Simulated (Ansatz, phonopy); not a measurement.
# KI (Fm-3m): thermal expansion from first principles, part 4 of 4

How much does KI expand with temperature?

What experiment has found for this phase:
- volume expansion coefficient 113.7 1e-6/K near room temperature (given in “Descriptors for thermal expansion in solids”, 2017, arXiv:1701.03966)

Ansatz 0.2.0; DFT r2SCAN, scalar-relativistic, plane waves, PAW (the session's first sound run).

So far, principal linear expansion coefficients at 298 K (× 1e-6/K): step 5 (phonons on strained cells, cutoff 580 eV, functional r2SCAN) 49.7.

### Step 8. The quasi-harmonic study, cutoff 487.2 eV (continued)

Level of this step: DFT LDA, spin-orbit coupling, plane waves, PAW (Ansatz).

Strained cells of the study; zero-point energy where phonons were solved; the pressures are stresses at a fixed cutoff and can carry an offset from the finite basis. Expansion cells, by row:

```tsv
cell	|a| (Å)	|b| (Å)	|c| (Å)	V (Å³/atom)	E - E_lowest (meV/atom)	pressure, compression positive (GPa)	gap (eV)	zero-point energy (meV/atom)
1	4.823	4.823	4.823	39.67	0	-0.013	3.528	-
2	4.862	4.862	4.862	40.63	1.141	-0.371	3.468	-
3	4.785	4.785	4.785	38.73	1.11	0.39	3.591	-
4	4.823	4.823	4.823	39.66	0	-0.01	3.529	15.4
5	4.847	4.847	4.847	40.26	0.45	-0.239	3.49	14.98
6	4.885	4.885	4.885	41.21	2.822	-0.564	3.433	14.35
7	4.916	4.916	4.916	42.01	6.199	-0.801	3.387	13.84
8	4.948	4.948	4.948	42.82	10.79	-1.016	3.342	13.33
9	4.775	4.775	4.775	38.49	1.784	0.502	3.608	-
10	4.799	4.799	4.799	39.07	0.431	0.237	3.568	-
11	4.987	4.987	4.987	43.86	18.11	-1.253	3.289	-
```

Quasi-harmonic; a, b, c are the run's own cell vectors. Expansion, by row:

```tsv
T (K)	a (Å)	b (Å)	c (Å)	alpha (deg)	beta (deg)	gamma (deg)	cell volume (Å³/cell)	alpha_a (1e-6/K)	alpha_b (1e-6/K)	alpha_c (1e-6/K)	alpha_V (1e-6/K)	C_P (J/mol-atom/K)	C_V (J/mol-atom/K)	S (J/mol-atom/K)	B_T (GPa)	B_S (GPa)	Grueneisen	extrapolation	fit error (1e-6/K)
0	4.834	4.834	4.834	60	60	60	79.87	0	0	0	0	0	0	0	15.56	15.56	-	0	0
25	4.834	4.834	4.834	60	60	60	79.88	6.23	6.23	6.23	18.7	7.81	7.807	4.056	15.53	15.54	0.895	0	0.01
50	4.836	4.836	4.836	60	60	60	79.95	18.87	18.87	18.87	56.6	16.03	15.97	12.26	15.39	15.45	1.313	0	0.01
75	4.838	4.838	4.838	60	60	60	80.09	26.13	26.13	26.13	78.4	20.17	20	19.64	15.19	15.32	1.436	0	0.02
100	4.842	4.842	4.842	60	60	60	80.26	30.01	30.01	30.01	90.02	22.23	21.93	25.76	14.97	15.17	1.485	0	0.03
125	4.846	4.846	4.846	60	60	60	80.45	32.38	32.38	32.38	97.14	23.37	22.95	30.85	14.75	15.02	1.512	0	0.04
150	4.85	4.85	4.85	60	60	60	80.65	34.06	34.06	34.06	102.2	24.09	23.54	35.18	14.52	14.86	1.53	0	0.04
175	4.854	4.854	4.854	60	60	60	80.86	35.39	35.39	35.39	106.2	24.59	23.91	38.93	14.28	14.69	1.544	0	0.04
200	4.858	4.858	4.858	60	60	60	81.08	36.54	36.54	36.54	109.6	24.97	24.15	42.24	14.04	14.52	1.556	0	0.03
225	4.863	4.863	4.863	60	60	60	81.31	37.59	37.59	37.59	112.8	25.29	24.32	45.2	13.8	14.34	1.566	0	0.04
250	4.867	4.867	4.867	60	60	60	81.54	38.61	38.61	38.61	115.8	25.56	24.44	47.88	13.55	14.17	1.576	0	0.05
275	4.872	4.872	4.872	60	60	60	81.78	39.61	39.61	39.61	118.8	25.8	24.53	50.33	13.3	13.99	1.586	0	0.06
298.1	4.877	4.877	4.877	60	60	60	82.01	40.55	40.55	40.55	121.6	26.02	24.59	52.42	13.07	13.82	1.596	0	0.07
300	4.877	4.877	4.877	60	60	60	82.02	40.62	40.62	40.62	121.9	26.03	24.6	52.58	13.05	13.81	1.596	0	0.07
325	4.882	4.882	4.882	60	60	60	82.28	41.66	41.66	41.66	125	26.26	24.65	54.68	12.79	13.62	1.606	0	0.09
350	4.887	4.887	4.887	60	60	60	82.54	42.73	42.73	42.73	128.2	26.48	24.7	56.63	12.53	13.44	1.616	0	0.1
375	4.892	4.892	4.892	60	60	60	82.81	43.84	43.84	43.84	131.5	26.71	24.73	58.47	12.26	13.25	1.626	0	0.11
400	4.898	4.898	4.898	60	60	60	83.08	45.02	45.02	45.02	135.1	26.95	24.76	60.2	12	13.06	1.637	0	0.11
425	4.903	4.903	4.903	60	60	60	83.37	46.25	46.25	46.25	138.8	27.19	24.78	61.84	11.72	12.86	1.648	0	0.1
450	4.909	4.909	4.909	60	60	60	83.66	47.56	47.56	47.56	142.7	27.44	24.8	63.4	11.45	12.67	1.659	0	0.07
475	4.915	4.915	4.915	60	60	60	83.96	48.96	48.96	48.96	146.9	27.71	24.82	64.89	11.16	12.47	1.671	0	0.07
500	4.921	4.921	4.921	60	60	60	84.28	50.45	50.45	50.45	151.3	27.99	24.83	66.32	10.88	12.26	1.683	0	0.16
```

Table of expansion coefficient by temperature; values in 1e-6/K:

```tsv
temperature (K)	volume	principal 1
0	0	0
25	18.7	6.23
50	56.6	18.9
75	78.4	26.1
100	90.0	30.0
125	97.1	32.4
150	102	34.1
175	106	35.4
200	110	36.5
225	113	37.6
250	116	38.6
275	119	39.6
298	122	40.5
300	122	40.6
325	125	41.7
350	128	42.7
375	132	43.8
400	135	45.0
425	139	46.2
450	143	47.6
475	147	49.0
500	151	50.5
```

Changing the level of theory (r2SCAN → LDA, with spin-orbit coupling) and the cutoff (580 → 487.2 eV) takes the volume expansion at 298 K from 149 to 122 × 10⁻⁶/K and B_T from 9.82 to 13.1 GPa.

### Step 9. Quasi-harmonic fit by phonopy

This step: DFT LDA, spin-orbit coupling, plane waves, PAW (phonopy 4.10.0).

This step gave:

```
volume expansion coefficient at 300 K : 121.9 1e-6/K
isothermal bulk modulus at 300 K      : 13.05 GPa
C_P at 300 K                          : 26.06 J/mol-atom/K
Grüneisen parameter at 300 K          : 1.596
```

The energy (each curve on its own zero) by volume; values in meV/atom:

```tsv
volume (Å³/atom)	static	F at 0 K	F at 300 K	F at 500 K
39.66	0	1.02	4.7	7.75
40.26	0.45	1.05	3.34	5.22
41.21	2.82	2.79	2.8	2.79
42.01	6.2	5.66	3.7	2.07
42.82	10.8	9.74	5.72	2.42
```

Phonopy-qha, vinet fit of F(V) at each temperature. Qha vinet, by row:

```tsv
T (K)	fitted volume (Å³/atom)	alpha_V (1e-6/K)	B_T (GPa)	C_P (J/mol-atom/K)	Grueneisen
75	40.05	76.77	15.19	20.22	1.405
100	40.13	89.32	14.97	22.32	1.473
125	40.22	96.82	14.74	23.46	1.507
150	40.33	102	14.51	24.17	1.527
175	40.43	106.1	14.28	24.66	1.543
200	40.54	109.6	14.04	25.03	1.555
225	40.65	112.8	13.8	25.33	1.566
250	40.77	115.8	13.55	25.59	1.576
275	40.89	118.8	13.3	25.83	1.586
300	41.01	121.9	13.05	26.06	1.596
325	41.14	125	12.79	26.28	1.606
350	41.27	128.2	12.53	26.51	1.617
375	41.4	131.6	12.26	26.73	1.627
400	41.54	135.1	11.99	26.96	1.638
425	41.68	138.8	11.72	27.2	1.649
450	41.83	142.8	11.45	27.45	1.66
475	41.98	146.9	11.16	27.72	1.671
```

Volume expansion coefficient against temperature; values in 1e-6/K:

```tsv
temperature (K)	phonopy-qha, Vinet	Ansatz's own study
75	76.8	78.4
100	89.3	90.0
125	96.8	97.1
150	102	102
175	106	106
200	110	110
225	113	113
250	116	116
275	119	119
300	122	122
325	125	125
350	128	128
375	132	132
400	135	135
425	139	139
450	143	143
475	147	147
```

The fit gives a volume expansion of 122 × 10⁻⁶/K at 300 K, against 122 at 298 K from the study itself, whose static fit uses more cells.

### Step 10. What came out

* settings of these figures: r2SCAN, 580 eV, k 8×8×8, q 2×2×2
* volume expansion coefficient at 298 K: 149.0 1e-6/K
* C_P at 298 K: 26.48 J/mol-atom/K
* entropy at 298 K: 54.44 J/mol-atom/K
* isothermal bulk modulus at 298 K: 9.821 GPa
* Grüneisen parameter at 298 K: 1.658
* volume at 298 K: 46.41 Å³/atom
* principal linear expansion coefficients at 298 K: 49.66, 49.66, 49.66 1e-6/K

**Reading.** Near room temperature KI expands by 149 × 10⁻⁶/K in volume by r2SCAN, with C_P = 26.5 J/(mol K) per mole of atoms and B_T = 9.82 GPa. C_P at room temperature is 106 % of the classical 3R an atom; C_V is 99 %, and the rest is expansion work. A measured volume expansion coefficient near room temperature is 113.7 1e-6/K (arXiv:1701.03966); the calculated 149 1e-6/K differs by +31 %. The levels of theory differ by up to 27.3 × 10⁻⁶/K in the volume expansion at 298 K. The PAW files were made for PBE and are used here under another functional, for which the program regenerates the frozen cores.

[Logs are printed without paths, hosts, clocks, repeated set-up lines and the standing remarks that a program may print on its own settings, such as how far it seeks lower states.]

[Hosts, paths, dates, database ids (printed as entryN), source tags and the programs' standing remarks are cut or masked in the printed files.]

[A step with changed settings may run another functional than the one named; its input shows which.]
